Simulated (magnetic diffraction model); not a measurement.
# CeGa4P12: what an assumed order does to the neutron pattern

Space group Im-3 (no. 204), a = 8.2410 Å.

| site | atom | x | y | z |
| --- | --- | --- | --- | --- |
| 2a | Ce | 0 | 0 | 0 |
| 8c | Ga | 1/4 | 1/4 | 3/4 |
| 24g | P | 1/2 | 0.8510 | 0.3364 |

The compound is invented for this exercise: a known structure type with other elements, its cell scaled to their sizes and not relaxed.

Only Ce is taken to order (form factors of Ce3+); orders and moment sizes are assumed, and not adapted to the symmetry. Radiation: neutrons of λ = 1.909 Å, 1.5° to 55°; isotropic B of 0.27 Å² (Ce), 0.3 Å² (Ga) and 0.32 Å² (P). Simulated constant-wavelength pattern: nuclear and magnetic terms add, the magnetic one as |2.695 fm × Σ f S⊥ exp(2πi Q·r) exp(−B s²)|², summed over all Q at one angle with the factor 1/(sin²θ cos θ). For collinear order S is the moment m, which repeats by lattice and centring translations R with the sign exp(−2πi k·R). Free-ion form factors, Sears's scattering lengths of 1992, no absorption; a label names one of the reflections at its angle. The strongest nuclear line in the range is 100, and lines under 0.2 are left out.

Assume the order k = (1/2 1/2 0), collinear moments along [110], 1.4 μB on Ce.

Q: Where does magnetic intensity appear, and how strong is it?

```
2θ (°)         index  nuclear  magnetic
 16.31  (1/2 -1/2 1)      0.0       1.1
 18.86       (1 1 0)      1.7       0.0
 21.11  (3/2 -1/2 0)      0.0       0.5
 25.03   (3/2 1/2 1)      0.0       0.4
 26.79       (2 0 0)     18.2       0.0
 28.45   (1/2 1/2 2)      0.0       0.3
 31.52  (3/2 -3/2 1)      0.0       0.3
 34.35   (5/2 1/2 0)      0.0       0.5
 36.99  (5/2 -1/2 1)      0.0       0.3
 38.25       (2 2 0)     22.0       0.0
 39.47   (3/2 3/2 2)      0.0       0.2
 42.97       (3 1 0)    100.0       0.0
 47.31       (2 2 2)      5.6       0.0
 48.35  (7/2 -1/2 0)      0.0       0.3
 50.37   (7/2 1/2 1)      0.0       0.3
 51.36       (3 2 1)     42.4       0.0
 54.26  (7/2 -3/2 1)      0.0       0.3
```

The strongest magnetic line in the range is (1/2 -1/2 1) at 16.31° (1.1). On top of the Lorentz factor, which all lines share, magnetic lines fade with angle because f falls: for Ce3+ it is 0.96, 0.86, 0.71 and 0.43 at sin θ/λ = 0.1, 0.2, 0.3 and 0.5 Å⁻¹, while nuclear lengths stay constant. The order has no net moment.

[Logs are printed without paths, hosts, clocks, repeated set-up lines and the standing remarks that a program may print on its own settings, such as how far it seeks lower states.]
